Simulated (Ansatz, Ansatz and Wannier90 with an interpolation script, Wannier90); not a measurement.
# Settings in Wannier-interpolated G0W0: PbBrF (P4/nmm)

Wanted: errors and cost of interpolated bands of PbBrF (P4/nmm) under coarser or faulty settings.

Program: Wannier90 4.0.3. Level of theory: maximally localised Wannier functions from the overlaps of LDA states (plane waves, PAW). Results are calculated unless marked as measured.

Most raw output is cut from this account.

The database entry behind the starting cell is an old determination (1932), so it need not match the best structure at ambient conditions.

## 1. The structure

The structure is tetragonal, space group P4/nmm (No. 129). The conventional cell has a = 4.180 Å, b = 4.180 Å, c = 7.590 Å, α = 90.00°, β = 90.00°, γ = 90.00°. Nearest to Pb lie 4 F at 2.56 Å and 5 Br at 3.18 to 3.45 Å. Nearest to Br lie 5 Pb at 3.18 to 3.45 Å. F has 4 Pb at 2.56 Å nearest. Farther neighbours and most contacts between anions are not listed.

The cell and positions come from the Crystallography Open Database and are kept as given unless a step says otherwise. Spin-orbit coupling is left out unless a step names it.

## 2. Wannier model on 8×8×4, by Wannier90

Localised functions give a small Hamiltonian that interpolates between mesh points at no cost.

File w.win:

```
num_iter = 1200
conv_tol = 1.0e-8
conv_window = 5
dis_num_iter = 4000
dis_conv_tol = 1.0e-8
dis_mix_ratio = 0.7
write_hr = true
use_ws_distance = false
num_print_cycles = 50
! ansatz wannier90 interface
! projections by site (counted from 0) and shell: 2 4P, 3 4P, 4 2P, 5 2P, 0 6P, 1 6P
! states of the run's bands (counted from 1): 1-35
num_bands = 35
num_wann  = 18
dis_win_min = 1.01
dis_win_max = 13.57
dis_froz_min = 1.01
dis_froz_max = 10.57
guiding_centres = true

begin unit_cell_cart
Ang
                     4.18                      0.0                      0.0
                      0.0                     4.18                      0.0
                      0.0                      0.0                     7.59
end unit_cell_cart

begin atoms_frac
Pb                       0.0                      0.5                    0.195
Pb                       0.5                      0.0                    0.805
Br                       0.0                      0.5                     0.65
Br                       0.5                      0.0                     0.35
F                        0.5                      0.5                      0.0
F                        0.0                      0.0                      0.0
end atoms_frac

mp_grid = 8 8 4

[... the mesh's points ...]
```

Command:

```sh
$ OMP_NUM_THREADS=1 mpirun -n 8 wannier90.x w > wannier90.x.log
```

Wall time 5.5 s (8 MPI ranks of Arm Neoverse N1, shared host); 40 s of CPU time.

Numbers from this step:

```yaml
gauge_invariant_spread: 34.96 Å²
diagonal_spread: 0.06813 Å²
off_diagonal_spread: 1.553 Å²
total_spread: 36.58 Å²
disentanglement_steps: 25
r_m_s_interpolation_error: 5.21e-4 eV
r_m_s_error_near_the_gap: 7.11e-4 eV
```

Near the gap the model misses directly solved bands by 0.7 meV r.m.s. and by 6 meV at most in the window tested. This tests the starting bands, not the corrections carried with them.

## 3. Wannier model on 8×8×4, by the program's own minimiser

This step: maximally localised Wannier functions, LDA, plane waves, PAW.

File input.yaml:

```yaml
crystal:
  lattice:
    - [4.18, 0.0, 0.0]
    - [0.0, 4.18, 0.0]
    - [0.0, 0.0, 7.59]
  atoms:
    - { symbol: Pb, position: [0.0, 0.5, 0.195] }
    - { symbol: Pb, position: [0.5, 0.0, 0.805] }
    - { symbol: Br, position: [0.0, 0.5, 0.65] }
    - { symbol: Br, position: [0.5, 0.0, 0.35] }
    - { symbol: F, position: [0.5, 0.5, 0.0] }
    - { symbol: F, position: [0.0, 0.0, 0.0] }
kpoints:
  mp_grid: { grid: [4, 4, 2] }
hamiltonian:
  xc: lda
scf:
  occupations: { method: fixed }
  n_extra_bands: 70
output:
  wannier:
    kmesh: [8, 8, 4]
    projections:
      - { species: Br, l: p, shell: 4 }
      - { species: F, l: p, shell: 2 }
      - { species: Pb, l: p, shell: 6 }
    minimise: true
    write_hr: true
    seedname: w
    conv_tol: 1.0e-06
    max_iter: 20000
    stability_check: false
    disentanglement:
      window: [1.01, 13.57]
      frozen_window: [1.01, 10.57]
      conv_tol: 1.0e-08
```

Command:

```sh
$ ansatz run input.yaml --threads 8 --pin off --max-ram 18432MiB --backend cpu --events-out ev --progress --plain --runs-dir out
```

Elapsed: 26 s, on 8 threads; peak memory 1.5 GiB.

Numbers from this step:

| Quantity | Value |
| --- | --- |
| gauge-invariant spread | 34.96 Å² |
| diagonal spread | 0.06814 Å² |
| off-diagonal spread | 1.553 Å² |
| total spread | 36.58 Å² |
| least projectability | 0.4654 |
| localisation steps | 32 |
| disentanglement steps | 21 |
| r.m.s. interpolation error | 5.22e-4 eV |
| r.m.s. error near the gap | 7.13e-4 eV |

Near the gap the model misses directly solved bands by 0.7 meV r.m.s. and by 6 meV at most in the window tested. This tests the starting bands, not the corrections carried with them.

Frozen up to 4.87 eV; above it the model need not follow the bands. Electronic bands along the path, in eV, zero at the valence-band top; v1 is the highest filled band, c1 the lowest empty one:

```csv
point,v4,v3,v2,v1,c1,c2,c3,c4
Γ,-1.55,-0.99,-0.99,-0.36,3.41,4.38,5.73,5.73
halfway,-1.11,-0.85,-0.52,-0.26,3.83,4.53,4.67,5.00
X,-0.89,-0.89,-0.36,-0.36,3.72,3.72,4.70,4.70
halfway,-1.03,-1.03,-0.90,-0.90,4.29,4.29,4.71,4.71
M,-1.34,-1.34,-0.75,-0.75,4.15,4.15,5.09,5.09
halfway,-1.19,-0.63,-0.59,-0.51,3.92,4.60,4.74,5.09
Γ,-1.55,-0.99,-0.99,-0.36,3.41,4.38,5.73,5.73
halfway,-1.67,-0.87,-0.87,-0.18,2.84,4.24,5.80,5.80
Z,-1.45,-0.78,-0.78,0.00,2.37,3.99,5.93,5.93
halfway,-1.36,-0.73,-0.45,-0.38,3.33,3.76,4.97,5.32
R,-0.90,-0.90,-0.38,-0.38,3.51,3.51,4.74,4.74
halfway,-1.26,-1.26,-0.76,-0.76,3.51,3.51,5.24,5.24
A,-2.13,-2.13,-1.13,-1.13,4.61,4.61,4.83,4.83
halfway,-1.36,-0.76,-0.64,-0.47,3.09,4.67,4.82,4.91
Z,-1.45,-0.78,-0.78,0.00,2.37,3.99,5.93,5.93
jump to X,-0.89,-0.89,-0.36,-0.36,3.72,3.72,4.70,4.70
halfway,-0.90,-0.90,-0.37,-0.37,3.62,3.62,4.72,4.72
R,-0.90,-0.90,-0.38,-0.38,3.51,3.51,4.74,4.74
jump to M,-1.34,-1.34,-0.75,-0.75,4.15,4.15,5.09,5.09
halfway,-1.61,-1.61,-0.93,-0.93,4.36,4.36,4.95,4.95
A,-2.13,-2.13,-1.13,-1.13,4.61,4.61,4.83,4.83
```

The same for Kohn-Sham, solved directly:

```csv
point,v4,v3,v2,v1,c1,c2,c3,c4
Γ,-1.55,-0.99,-0.99,-0.36,3.41,4.38,5.73,5.73
X,-0.89,-0.89,-0.36,-0.36,3.72,3.72,4.70,4.70
M,-1.34,-1.34,-0.75,-0.75,4.15,4.15,5.09,5.09
Γ,-1.55,-0.99,-0.99,-0.36,3.41,4.38,5.73,5.73
Z,-1.45,-0.78,-0.78,0.00,2.37,3.99,5.93,5.93
R,-0.90,-0.90,-0.38,-0.38,3.51,3.51,4.74,4.74
A,-2.13,-2.13,-1.13,-1.13,4.61,4.61,4.83,4.83
Z,-1.45,-0.78,-0.78,0.00,2.37,3.99,5.93,5.93
X,-0.89,-0.89,-0.36,-0.36,3.72,3.72,4.70,4.70
R,-0.90,-0.90,-0.38,-0.38,3.51,3.51,4.74,4.74
M,-1.34,-1.34,-0.75,-0.75,4.15,4.15,5.09,5.09
A,-2.13,-2.13,-1.13,-1.13,4.61,4.61,4.83,4.83
```

## 4. Wannier model on 4×4×2, by Wannier90

This step: maximally localised Wannier functions from the overlaps of LDA states (plane waves, PAW).

Edit w.win of step 2 so:

```diff
@@ -36,3 +36,3 @@
 
-mp_grid = 8 8 4
+mp_grid = 4 4 2
```

Command:

```sh
$ OMP_NUM_THREADS=1 mpirun -n 8 wannier90.x w > wannier90.x.log
```

Run time: 1.2 s. Hardware: 8 MPI ranks; 8.1 s of CPU time.

Numbers from this step:

- gauge-invariant spread: 31.98 Å²
- diagonal spread: 0.06800 Å²
- off-diagonal spread: 1.659 Å²
- total spread: 33.70 Å²
- disentanglement steps: 3
- r.m.s. interpolation error: 0.008126 eV
- r.m.s. error near the gap: 0.01089 eV

Near the gap the model misses directly solved bands by 10.9 meV r.m.s. and by 61 meV at most in the window tested. This tests the starting bands, not the corrections carried with them.

Frozen up to 4.87 eV; above it the model need not follow the bands. The electronic bands at the labelled points (eV, zero at the valence-band top; v1 is the highest filled band, c1 the lowest empty one):

```csv
point,v4,v3,v2,v1,c1,c2,c3,c4
Γ,-1.55,-0.99,-0.99,-0.36,3.41,4.38,5.73,5.73
halfway,-1.11,-0.85,-0.52,-0.26,3.83,4.53,4.67,5.00
X,-0.89,-0.89,-0.36,-0.36,3.72,3.72,4.70,4.70
halfway,-1.03,-1.03,-0.90,-0.90,4.29,4.29,4.71,4.71
M,-1.34,-1.34,-0.75,-0.75,4.15,4.15,5.09,5.09
halfway,-1.19,-0.63,-0.59,-0.51,3.92,4.60,4.74,5.09
Γ,-1.55,-0.99,-0.99,-0.36,3.41,4.38,5.73,5.73
halfway,-1.67,-0.87,-0.87,-0.19,2.90,4.21,5.80,5.80
Z,-1.45,-0.78,-0.78,0.00,2.37,3.99,5.93,5.93
halfway,-1.36,-0.73,-0.45,-0.38,3.33,3.76,4.97,5.32
R,-0.90,-0.90,-0.38,-0.38,3.51,3.51,4.74,4.74
halfway,-1.26,-1.26,-0.76,-0.76,3.51,3.51,5.24,5.24
A,-2.13,-2.13,-1.13,-1.13,4.61,4.61,4.83,4.83
halfway,-1.36,-0.76,-0.64,-0.47,3.09,4.67,4.82,4.91
Z,-1.45,-0.78,-0.78,0.00,2.37,3.99,5.93,5.93
jump to X,-0.89,-0.89,-0.36,-0.36,3.72,3.72,4.70,4.70
halfway,-0.90,-0.90,-0.37,-0.37,3.63,3.63,4.72,4.72
R,-0.90,-0.90,-0.38,-0.38,3.51,3.51,4.74,4.74
jump to M,-1.34,-1.34,-0.75,-0.75,4.15,4.15,5.09,5.09
halfway,-1.61,-1.61,-0.92,-0.92,4.36,4.36,4.96,4.96
A,-2.13,-2.13,-1.13,-1.13,4.61,4.61,4.83,4.83
```

The same for Kohn-Sham, solved directly:

(Unchanged from step 3.)

## 5. G0W0: 4×4×2 mesh, 498 empty bands, screening to 140 eV

Now the one-shot GW correction: screening in the RPA, then the self-energy of the levels asked for.

This step: G0W0 on LDA, plane waves, PAW.

input.yaml, the sections that differ from step 3:

```yaml
scf:
  occupations: { method: fixed }
gw:
  n_empty_bands: 498
  ecut_chi: 140.0
  qp_bands: [v12, c6]
  screening: { model: contour_deformation }
# crystal, kpoints, hamiltonian: as in step 3
# output: removed
```

Command:

```sh
$ ansatz run input.yaml --threads 8 --pin off --max-ram 18432MiB --backend cpu --events-out ev --progress --plain --runs-dir out
```

It took 8.6 min on 8 threads; peak memory 3.7 GiB.

The G0W0 gap on the mesh is 3.846 eV.

## 6. G0W0: 4×4×2 mesh, 231 empty bands, screening to 84 eV

Edit input.yaml of step 5 so:

```diff
@@ -19,4 +19,4 @@
 gw:
-  n_empty_bands: 498
-  ecut_chi: 140.0
+  n_empty_bands: 231
+  ecut_chi: 84
   qp_bands: [v12, c6]
```

Wall time 95 s (8 threads); peak memory 1.4 GiB; 12 min of CPU time.

The G0W0 gap on the mesh is 3.695 eV.

## 7. G0W0: 4×4×2 mesh, 498 empty bands, screening to 140 eV, plasmon pole

Edit input.yaml of step 6 so:

```diff
@@ -19,5 +19,5 @@
 gw:
-  n_empty_bands: 231
-  ecut_chi: 84
+  n_empty_bands: 498
+  ecut_chi: 140.0
   qp_bands: [v12, c6]
-  screening: { model: contour_deformation }
+  screening: { model: godby_needs }
```

Elapsed: 13 min, on 8 threads; peak memory 3.7 GiB.

The G0W0 gap on the mesh is 3.925 eV.

## 8. Interpolated results

Times are wall times on 8 threads of Arm Neoverse N1, shared host, good to a factor of about two.

```csv
GW mesh,empty bands,cutoff (eV),frequency,gap on mesh (eV),gap over zone (eV),direct gap (eV),valence width (eV),GW time
4×4×2,498,140,contour deformation,3.846,3.846,3.846,4.536,8.6 min
4×4×2,231,84,contour deformation,3.695,3.695,3.695,4.718,95 s
4×4×2,498,140,plasmon pole,3.925,3.926,3.926,4.618,13 min
```

## 9. Results

```json
{
  "4×4×2 mesh, 498 empty bands, screening to 140 eV": "3.85 eV",
  "4×4×2 mesh, 231 empty bands, screening to 84 eV": "3.69 eV",
  "4×4×2 mesh, 498 empty bands, screening to 140 eV, plasmon pole": "3.93 eV"
}
```

The largest change, −0.15 eV in the gap over the zone, comes with 4×4×2 mesh, 231 empty bands, screening to 84 eV. The first run is a reference, not a converged one, and where a row moves several settings no single cause can be named. The program's own minimiser ends at the same spread as the first model, 36.6 Å², from the same trial orbitals; this need not be the lowest minimum. Coarser Wannier mesh (4×4×2): the miss near the gap goes from under 1 (the model on 8×8×4) to 11 meV and the total spread from 36.6 to 33.7 Å². With 4×4×2 mesh, 231 empty bands, screening to 84 eV the gap over the zone moves by −0.15 eV and that on the mesh by −0.15 eV. With 4×4×2 mesh, 498 empty bands, screening to 140 eV, plasmon pole the gap over the zone moves by +0.08 eV and that on the mesh by +0.08 eV. Gaps over the zone and on the mesh differ where an edge lies off the mesh, or where a GW run starts from another density: the starting gap over the zone is 2.373 eV, on the GW meshes it is 2.373 eV. The 4×4×2 mesh is coarse for this cell (its supercell is 15 Å along the shortest edge). The RPA ε∞ on it, from the LDA start, is 4.74 and 5.58; such meshes misread the long-range screening, most where the gap is narrow. Where an edge is built on 6p states of lead, bismuth or thallium, scalar-relativistic gaps usually stand too wide, by a few tenths to over one eV. The many-body steps are scalar-relativistic: spin-orbit coupling is not in them.

[Paths, hosts, dates, memory and timing lines, banners, echoed tables and standing remarks are left out of the program output.]

[Logs are printed without paths, hosts, clocks, repeated set-up lines and the standing remarks that a program may print on its own settings, such as how far it seeks lower states.]

[Runs of the session that timed out or met a known fault of the program may be left out.]

[Hosts, paths, dates, database ids (printed as entryN), source tags and the programs' standing remarks are cut or masked in the printed files.]
